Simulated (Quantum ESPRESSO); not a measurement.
# O K ELNES/XANES of SiO2 (Stishovite, P4_2/mnm) from DFT, part 3 of 4

Aim: the near-edge shape at the O K edge of SiO2 (Stishovite, P4_2/mnm), and what the core hole does to it.

Quantum ESPRESSO 7.5; X-ray absorption near-edge structure, plane-wave PAW PBE, one-electron final states by a Lanczos continued fraction.

So far. Step 2 (Ground state of the crystal): The mesh shows a gap of 5.62 eV, so the hole is first treated in a charged cell, without the excited electron. Step 3 (Spectrum without a core hole, O atom 3): Main maxima below 24 eV (height): 2.7 eV (1.05), 9.9 eV (3.51), 19.8 eV (0.64) and 23.2 eV (1.26). A K edge sees empty p states on the absorber.

### 8. Spectrum with FCH, O atom 3

The Lanczos recursion gives the spectrum without computing empty bands; each polarisation needs a run of its own on the full k mesh. xe0 is set between filled and empty states, and states below it are cut. The file of filecore holds the core orbital, taken from the hole-free data set.

File xspectra.in:

```
&input_xspectra
   calculation='xanes_dipole', edge='K'
   prefix='x', outdir='tmp', xiabs=2, xe0=13.0824
   xonly_plot=.false., x_save_file='xanes.sav'
   xniter=3000, xcheck_conv=20, xerror=0.005
   xcoordcrys=.false., xepsilon(1)=1, xepsilon(2)=0, xepsilon(3)=0
/
&plot
   xnepoint=413, xemin=-10, xemax=45, terminator=.true., cut_occ_states=.true.
   xgamma=0.4
/
&pseudos
   filecore='../O.wfc'
/
&cut_occ
   cut_desmooth=0.1, cut_stepl=0.05, cut_stepu=0.05, cut_ierror=1e-5
/
6 6 6 0 0 0
```

xspectra_1.in, as its differences from xspectra.in of step 8:

```diff
@@ -5,3 +5,3 @@
    xniter=3000, xcheck_conv=20, xerror=0.005
-   xcoordcrys=.false., xepsilon(1)=1, xepsilon(2)=0, xepsilon(3)=0
+   xcoordcrys=.false., xepsilon(1)=0, xepsilon(2)=0, xepsilon(3)=1
 /
```

Launch:

```sh
OMP_NUM_THREADS=1 mpirun --oversubscribe --bind-to none -np 8 xspectra.x -nk 8 -in xspectra.in > xspectra.out
```

The program printed:

```text
     [... banner and references ...]
Reading input_file

     calculation: xanes_dipole

     xepsilon  [cartesian coordinates]:   1.000000   0.000000   0.000000

     xonly_plot: FALSE
        => complete calculation: Lanczos + spectrum plot

     filecore (core-wavefunction file): ../O.wfc

     main plot parameters:
        cut_occ_states: TRUE
        gamma_mode:  constant
        -> using xgamma [eV]:  0.40
        xemin [eV]: -10.00
        xemax [eV]:  45.00
        xnepoint:  413
        xe0 [eV]:  13.082400 (energy zero read in input file)

     WARNING: variable ef_r is obsolete

                      Reading SCF save directory: x.save

     tmp/x.save/

     Exchange-correlation= PBE
                           (   1   4   3   4   0   0   0)

     G-vector sticks info

                           Getting the Fermi energy

     From SCF save directory:
        ehomo [eV]:   10.7432 (highest occupied level)
        elumo [eV]:   15.4216 (lowest occupied level)
        ef    [eV]:   10.7432

     -> ef (in eV) will be written in x_save_file

                           Energy zero of the spectrum

     -> ef will NOT be used as energy zero of the spectrum
       (because xe0 read in input file)

     G-vector sticks info

     bravais-lattice index     =            0
     lattice parameter (alat)  =       9.3638  a.u.
     unit-cell volume          =     627.6936 (a.u.)^3
     number of atoms/cell      =           12
     number of atomic types    =            3
     number of electrons       =        64.00
     number of Kohn-Sham states=           36
     kinetic-energy cutoff     =      50.0000  Ry
     charge density cutoff     =     360.0000  Ry
     Exchange-correlation= PBE
                           (   1   4   3   4   0   0   0)

     celldm(1)=   9.363803  celldm(2)=   0.000000  celldm(3)=   0.000000
     celldm(4)=   0.000000  celldm(5)=   0.000000  celldm(6)=   0.000000

     crystal axes: (cart. coord. in units of alat)
               a(1) = (   0.843029   0.000000   0.537869 )
               a(2) = (   0.000000   0.843029   0.537869 )
               a(3) = (   0.000000  -0.843029   0.537869 )

     reciprocal axes: (cart. coord. in units 2 pi/alat)
               b(1) = (  1.186199  0.000000 -0.000000 )
               b(2) = ( -0.593100  0.593100  0.929595 )
               b(3) = ( -0.593100 -0.593100  0.929595 )

     PseudoPot. #1 for Si:     Pseudo is Projector augmented-wave + core cor, Zval =  4.0

     ../pp/O.pbe-n-kjpaw-1sch.UPF
     Pseudo is Projector augmented-wave + core cor, Zval =  7.0
     Shape of augmentation charge: PSQ
     Using radial grid of 1095 points,  4 beta functions with:
                l(1) =   0
                l(2) =   0
                l(3) =   1
                l(4) =   1
     Q(r) pseudized with 0 coefficients

     ../pp/O.pbe-n-kjpaw.UPF
     Pseudo is Projector augmented-wave + core cor, Zval =  6.0
     Shape of augmentation charge: PSQ
     Using radial grid of 1095 points,  4 beta functions with:
                l(1) =   0
                l(2) =   0
                l(3) =   1
                l(4) =   1
     Q(r) pseudized with 0 coefficients

     atomic species   valence    mass     pseudopotential
     Si                4.00     1.00000     Si( 1.00)
     Oh                7.00     1.00000     O ( 1.00)
     O                 6.00     1.00000     O ( 1.00)

      4 Sym. Ops. (no inversion) found

   Cartesian axes

     site n.     atom                  positions (alat units)
         1        Si     tau(   1) = (   0.4215143  -0.4215143   0.8068033  )
         2        Si     tau(   2) = (   0.4215143   0.4215143   0.8068033  )
         3        Si     tau(   3) = (   0.0000000   0.0000000   0.0000000  )
         4        Si     tau(   4) = (   0.0000000   0.0000000   0.5378689  )
         5        Oh     tau(   5) = (   0.6793967   0.1636318   1.3446722  )
         6        O      tau(   6) = (   0.6793967   0.1636318   0.8068033  )
         7        O      tau(   7) = (   0.5851461  -0.2578824   0.5378689  )
         8        O      tau(   8) = (   0.5851461  -0.2578824   1.0757377  )
         9        O      tau(   9) = (   0.1636318  -0.1636318   0.8068033  )
        10        O      tau(  10) = (   0.1636318  -0.1636318   0.2689344  )
        11        O      tau(  11) = (   0.2578824  -0.5851461   0.5378689  )
        12        O      tau(  12) = (   0.2578824   0.2578824   0.5378689  )

     number of k points=   216

     Number of k-points >= 100: set verbosity='high' to print them.

     Dense  grid:    72539 G-vectors     FFT dimensions: (  60,  60,  60)

     Smooth grid:    29979 G-vectors     FFT dimensions: (  45,  48,  48)

     The potential is recalculated from file :
     tmp/x.save/charge-density

     Starting wfcs are   48 atomic wfcs
     Checking if some PAW data can be deallocated...

               Reading core wavefunction file for the absorbing atom

     ../O.wfc successfully read

                              Attributing the PAW radii
                     for the absorbing atom [units: Bohr radius]

        PAW proj 1: r_paw(l= 0)= 1.95  (1.5*r_cut)
        PAW proj 2: r_paw(l= 0)= 1.95  (1.5*r_cut)
        PAW proj 3: r_paw(l= 1)= 2.03  (1.5*r_cut)
        PAW proj 4: r_paw(l= 1)= 2.03  (1.5*r_cut)

        NB: The calculation will not necessary use all these r_paw values.
            - For a edge in the electric-dipole approximation,
              only the r_paw(l=1) values are used.
            - For a K edge in the electric-quadrupole approximation,
              only the r_paw(l=2) values are used.

            - For a L2 or L3 edge in the electric-quadrupole approximation,

              all projectors (s, p and d) are used.

                          Starting XANES calculation
                     in the electric dipole approximation

     Method of calculation based on the Lanczos recursion algorithm
        - STEP 1: Construction of a kpoint-dependent Lanczos basis,
          in which the Hamiltonian is tridiagonal (each 'iter'
          corresponds to the calculation of one more Lanczos vector)
        - STEP 2: Calculation of the cross-section as a continued fraction
          averaged over the k-points.

     ... Begin STEP 1 ...

        Radial transition matrix element(s) used in the calculation of the
        initial vector of the Lanczos basis (|tilde{phi}_abs> normalized)
        | For PAW proj. (l=1) #1: radial matrix element =   0.158955460
        | For PAW proj. (l=1) #2: radial matrix element =   0.203554481

NB: the    27 k-point are not all listed below because npool=  8
        |-------------------------------------------------------------
        ! k-point #     1:  ( 0.0000,  0.0000,  0.0000),  0.0093,   1
        |-------------------------------------------------------------
 okvan= T
        |   Norm of the initial Lanczos vector: 0.10981864E+00
        |   Estimated error at iter     20:   1.00523447
        |   Estimated error at iter     40:   0.61169323
        |   Estimated error at iter     60:   0.34853524
        |   Estimated error at iter     80:   0.49224969
        |   Estimated error at iter    100:   0.19509049
[...]
!   => CONVERGED at iter    360 with error=  0.00419685
        |-------------------------------------------------------------
        ! k-point #     2:  (-0.0988, -0.0988,  0.1549),  0.0093,   1
        |-------------------------------------------------------------
 okvan= T
        |   Norm of the initial Lanczos vector: 0.10981395E+00
[...]
!   => CONVERGED at iter    480 with error=  0.00316441
        |-------------------------------------------------------------
     [... 24 further k-points ...]
        ! k-point #    27:  (-0.5931,  0.1977,  0.9296),  0.0093,   1
        |-------------------------------------------------------------
 okvan= T
        |   Norm of the initial Lanczos vector: 0.10979792E+00
[...]
|   Estimated error at iter    340:   0.01702131
        |   Estimated error at iter    360:   0.01577196
        |   Estimated error at iter    380:   0.01168457
        !   => CONVERGED at iter    400 with error=  0.00328724

     Results of STEP 1 successfully written in x_save_file
     x_save_file name:
     ->  xanes.sav
     x_save_file version:  2

     ... End STEP 1 ...

     ... Begin STEP 2 ...

     The spectrum is calculated using the following parameters:
        xe0 [eV]:   13.0824
        the occupied states are elimintate from the spectrum
        xemin [eV]: -10.00
        xemax [eV]:  45.00
        xnepoint:  413
        constant broadening parameter [eV]:    0.400
        Core level energy [eV]:  -543.1
         (from electron binding energy of neutral atoms in X-ray data booklet)

     Cross-section successfully written in xanes.dat

     ... End STEP 2 ...

                                END JOB XSpectra
```

Run time: 93 s. Hardware: 8 MPI ranks of Arm Neoverse V1, shared host; peak memory 0.09 GiB; 12 min of CPU time.

The O K spectrum, O atom 3, full core hole (charged cell) (energy from the lowest empty level; intensity scaled to a mean of 1 over the first 20 eV; the points at xe0, where the cut of filled states can leave a spike, are interpolated; polarised curves are means over the symmetry-equivalent atoms):

```csv
E (eV),isotropic,ε ⊥ c,ε ∥ c
-2.0,0.05,0.04,0.07
-1.5,0.06,0.05,0.09
-1.0,0.08,0.07,0.11
-0.5,0.11,0.09,0.15
0.0,0.15,0.12,0.22
0.5,0.26,0.20,0.37
1.0,0.47,0.35,0.70
1.5,0.82,0.59,1.27
2.0,1.42,1.01,2.25
2.5,1.79,1.30,2.78
3.0,1.72,1.11,2.92
3.5,1.61,1.17,2.49
4.0,1.29,1.10,1.65
4.5,1.32,1.22,1.52
5.0,1.38,1.37,1.41
5.5,1.62,1.73,1.41
6.0,1.91,2.12,1.50
6.5,1.98,2.09,1.76
7.0,2.13,1.97,2.44
7.5,2.10,1.88,2.54
8.0,2.22,2.30,2.04
8.5,2.60,2.80,2.21
9.0,2.55,2.69,2.26
9.5,2.12,2.39,1.56
10.0,1.43,1.66,0.96
10.5,0.94,1.07,0.67
11.0,0.62,0.68,0.50
11.5,0.42,0.46,0.35
12.0,0.34,0.37,0.30
12.5,0.31,0.33,0.28
13.0,0.32,0.31,0.34
13.5,0.32,0.29,0.39
14.0,0.29,0.24,0.39
14.5,0.31,0.25,0.44
15.0,0.27,0.23,0.35
15.5,0.22,0.22,0.23
16.0,0.21,0.23,0.18
16.5,0.21,0.23,0.18
17.0,0.23,0.24,0.19
17.5,0.27,0.29,0.25
18.0,0.33,0.37,0.24
18.5,0.39,0.45,0.25
19.0,0.43,0.50,0.31
19.5,0.48,0.54,0.38
20.0,0.62,0.68,0.50
20.5,0.63,0.64,0.61
21.0,0.67,0.63,0.75
21.5,0.63,0.58,0.72
22.0,0.60,0.54,0.73
22.5,0.73,0.62,0.96
23.0,0.90,0.78,1.14
23.5,0.95,0.85,1.14
24.0,0.81,0.78,0.88
24.5,0.67,0.69,0.63
25.0,0.57,0.58,0.56
25.5,0.50,0.52,0.44
26.0,0.38,0.41,0.31
26.5,0.29,0.31,0.25
27.0,0.26,0.27,0.24
27.5,0.30,0.31,0.28
28.0,0.34,0.34,0.34
28.5,0.37,0.35,0.40
29.0,0.40,0.37,0.46
29.5,0.41,0.37,0.48
30.0,0.43,0.40,0.51
30.5,0.40,0.38,0.45
31.0,0.38,0.37,0.41
31.5,0.44,0.41,0.50
32.0,0.46,0.43,0.53
```

Main maxima below 24 eV (height): 2.6 eV (1.82), 7.3 eV (2.20), 8.6 eV (2.63), 21.2 eV (0.68) and 23.3 eV (0.96). 

The hole costs E(hole) − E(ground) = 527.13 eV, and the lowest empty level of the hole cell lies at 15.42 eV, which puts the zero at 542.56 eV. One term is added: -8.91 eV, since the hole is spin-paired here and a spin-polarised one costs that much less in the free atom (computed apart). The photon energy is then 533.65 eV. The functional and the charged cell's background leave an error of a few eV in such absolute values.

### 9. Another broadening

The final state's lifetime shortens with energy, so measured features broaden above the edge; the saved Lanczos coefficients are redrawn with a width that grows.

File xspectra_plot.in:

```
&input_xspectra
   calculation='xanes_dipole', edge='K'
   prefix='x', outdir='tmp', xiabs=2, xe0=13.0824
   xonly_plot=.true., x_save_file='xanes.sav'
   xniter=3000, xcheck_conv=20, xerror=0.005
   xcoordcrys=.false., xepsilon(1)=1, xepsilon(2)=0, xepsilon(3)=0
/
&plot
   xnepoint=413, xemin=-10, xemax=45, terminator=.true., cut_occ_states=.true.
   gamma_mode='variable', gamma_energy(1)=4, gamma_energy(2)=25, gamma_value(1)=0.3, gamma_value(2)=2.5
/
&pseudos
   filecore='../O.wfc'
/
&cut_occ
   cut_desmooth=0.1, cut_stepl=0.05, cut_stepu=0.05, cut_ierror=1e-5
/
6 6 6 0 0 0
```

Launch:

```sh
OMP_NUM_THREADS=1 xspectra.x -in xspectra_plot.in > xspectra_plot.out
```

The program printed:

```text
     [... banner and references ...]
Reading input_file
     -------------------------------------------------------------------------

     calculation: xanes_dipole

     xonly_plot: TRUE
        => only the spectrum plot

     main plot parameters:
        cut_occ_states: TRUE
        gamma_mode:  variable
        -> first, constant up to point ( 4.00, 0.30) [eV]
        -> then, linear up to point (25.00, 2.50) [eV]
        -> finally, constant up to xemax
        xemin [eV]: -10.00
        xemax [eV]:  45.00
        xnepoint:  413
[...]
xemin [eV]: -10.00
        xemax [eV]:  45.00
        xnepoint:  413
        energy-dependent broadening parameter:
         -> first, constant up to point ( 4.00, 0.30) [eV]
         -> then, linear up to point (25.00, 2.50) [eV]
         -> finally, constant up to xemax
        Core level energy [eV]:  -543.1
         (from electron binding energy of neutral atoms in X-ray data booklet)

     Cross-section successfully written in xanes.dat

     -------------------------------------------------------------------------
                                END JOB XSpectra
     -------------------------------------------------------------------------
[key lines of the parts left out:]
Fermi level [eV]:  10.7432
```

It took 6.1 s on 1 MPI rank; peak memory 0.05 GiB.

With a Lorentzian half width 0.3 eV up to 4 eV, rising linearly to 2.5 eV at 25 eV (counted from xe0, 2.3 eV below the zero used here), the maxima are 2.6 eV (1.82), 8.4 eV (2.03) and 22.9 eV (0.60).

### 10. Supercell with XCH, O atom 3

The holes are 5.0 Å apart. The excited electron is kept in the cell, where it fills the lowest empty states and screens the hole.

Changed against the first core-hole run: core hole to XCH.

File scf.in:

```
&control
   calculation='scf', prefix='x', pseudo_dir='../pp', outdir='tmp', tprnfor=.true.
/
&system
   ibrav=0, nat=12, ntyp=3, nbnd=40
   ecutwfc=50, ecutrho=360
   occupations='smearing', smearing='gaussian', degauss=0.003
/
&electrons
   conv_thr=1.2e-07, electron_maxstep=120
   mixing_beta=0.5
/
ATOMIC_SPECIES
Si 1.0 Si.pbe-nl-kjpaw.UPF
Oh 1.0 O.pbe-n-kjpaw-1sch.UPF
O 1.0 O.pbe-n-kjpaw.UPF
CELL_PARAMETERS angstrom
  4.17730000 0.00000000 2.66520000
  0.00000000 4.17730000 2.66520000
  0.00000000 -4.17730000 2.66520000
ATOMIC_POSITIONS crystal
Si   0.50000000 0.25000000 0.75000000
Si   0.50000000 0.75000000 0.25000000
Si   0.00000000 0.00000000 0.00000000
Si   0.00000000 0.50000000 0.50000000
Oh   0.80590000 0.94410000 0.75000000
O    0.80590000 0.44410000 0.25000000
O    0.69410000 0.00000000 0.30590000
O    0.69410000 0.50000000 0.80590000
O    0.19410000 0.55590000 0.75000000
O    0.19410000 0.05590000 0.25000000
O    0.30590000 0.00000000 0.69410000
O    0.30590000 0.50000000 0.19410000
K_POINTS automatic
5 5 5 0 0 0
```

Launch:

```sh
OMP_NUM_THREADS=1 mpirun --oversubscribe --bind-to none -np 8 pw.x -nk 8 -in scf.in > scf.out
```

The program printed:

```text
     [... banner and references ...]
[banner, memory and clock lines left out]
using ibrav=0 with symmetry is DISCOURAGED, use correct ibrav instead

     G-vector sticks info

     bravais-lattice index     =            0
     lattice parameter (alat)  =       9.3638  a.u.
     unit-cell volume          =     627.6936 (a.u.)^3
     number of atoms/cell      =           12
     number of atomic types    =            3
     number of electrons       =        65.00
     number of Kohn-Sham states=           40
     kinetic-energy cutoff     =      50.0000  Ry
     charge density cutoff     =     360.0000  Ry
     scf convergence threshold =      1.2E-07
     mixing beta               =       0.5000
     number of iterations used =            8  plain     mixing
     Exchange-correlation= SLA  PW   PBX  PBC
                           (   1   4   3   4   0   0   0)

     celldm(1)=   9.363803  celldm(2)=   0.000000  celldm(3)=   0.000000
     celldm(4)=   0.000000  celldm(5)=   0.000000  celldm(6)=   0.000000

     crystal axes: (cart. coord. in units of alat)
               a(1) = (   0.843029   0.000000   0.537869 )
               a(2) = (   0.000000   0.843029   0.537869 )
               a(3) = (   0.000000  -0.843029   0.537869 )

     reciprocal axes: (cart. coord. in units 2 pi/alat)
               b(1) = (  1.186199  0.000000 -0.000000 )
               b(2) = ( -0.593100  0.593100  0.929595 )
               b(3) = ( -0.593100 -0.593100  0.929595 )

     PseudoPot. #1 for Si:     Pseudo is Projector augmented-wave + core cor, Zval =  4.0

     ../pp/O.pbe-n-kjpaw-1sch.UPF
     Pseudo is Projector augmented-wave + core cor, Zval =  7.0
[...]
estimated scf accuracy    <       0.00000168 Ry

     iteration # 14     ecut=    50.00 Ry     beta= 0.50
     Davidson diagonalization with overlap
     ethr =  2.58E-09,  avg # of iterations =  4.1

     End of self-consistent calculation

          k = 0.0000 0.0000 0.0000 (  3771 PWs)   bands (ev):

   -14.2522 -11.0159  -8.7866  -8.4226  -8.2067  -7.9815  -7.6761  -7.6176
    -1.6580  -1.1104  -0.0284   1.3590   1.4810   2.6120   3.2142   4.2101
     4.4349   4.8494   5.8247   5.9380   6.2408   6.2752   6.3264   6.8863
     7.6266   8.1571   8.9111   9.1468   9.1627   9.5542   9.7748  10.6096
    15.6547  17.3057  17.5773  17.6918  18.9728  19.1976  20.9824  21.6765

     [... bands of 26 further k-points ...]

     the Fermi energy is    17.4737 ev

!    total energy              =    -531.09980532 Ry
     total all-electron energy =     -3485.539118 Ry
     estimated scf accuracy    <       0.00000008 Ry
     smearing contrib. (-TS)   =      -0.00003325 Ry
     internal energy E=F+TS    =    -531.09977207 Ry

     The total energy is F=E-TS. E is the sum of the following terms:
     one-electron contribution =     -33.89957792 Ry
     hartree contribution      =      69.87277519 Ry
     xc contribution           =     -83.69922764 Ry
     ewald contribution        =    -264.80410546 Ry
     one-center paw contrib.   =    -218.56963624 Ry

     convergence has been achieved in  14 iterations

     Forces acting on atoms (cartesian axes, Ry/au):

     atom    1 type  1   force =    -0.11732910    0.11732910   -0.00000000
     atom    2 type  1   force =     0.00410748   -0.00410748   -0.00000000
     atom    3 type  1   force =     0.08043617   -0.08043617    0.12162424
[...]
atom   11 type  3   force =    -0.01325036   -0.01652384   -0.01592502
     atom   12 type  3   force =    -0.01325036   -0.01652384    0.01592502

     Total force =     0.300406     Total SCF correction =     0.000167

     XML data file, charge density, pseudopotentials, collected wavefunctions
```

Elapsed: 31 s, on 8 MPI ranks; peak memory 0.12 GiB; 4.2 min of CPU time.

Energy with the hole: -47423.176 eV, cores included.

### 11. Excitation energy, O atom 3

With the excited electron kept in the cell the system stays neutral, and the energy difference is an excitation energy by itself. In a small cell that electron takes up a good share of the lowest empty band, or all of one, which shifts the value from the true onset.

The total-energy difference is 543.98 eV. With the free-atom term of -8.91 eV for this edge, the photon energy is 535.07 eV.

[end of part 3 of 4]

[Banner, clock and machine lines of the logs are left out without a mark of their own.]

[Logs are printed without paths, hosts, clocks, repeated set-up lines and the standing remarks that a program may print on its own settings, such as how far it seeks lower states.]

[Hosts, paths, dates, database ids (printed as entryN), source tags and the programs' standing remarks are cut or masked in the printed files.]

[Lists of maxima count a maximum above −3 eV only where it reaches 4 % of the highest in the window and stands out from its surroundings by 2 % of it (1.5 % where it reaches 55 %); shoulders and weaker maxima are passed over, and of the rest the first, up to two pre-edge ones and the few strongest are named.]
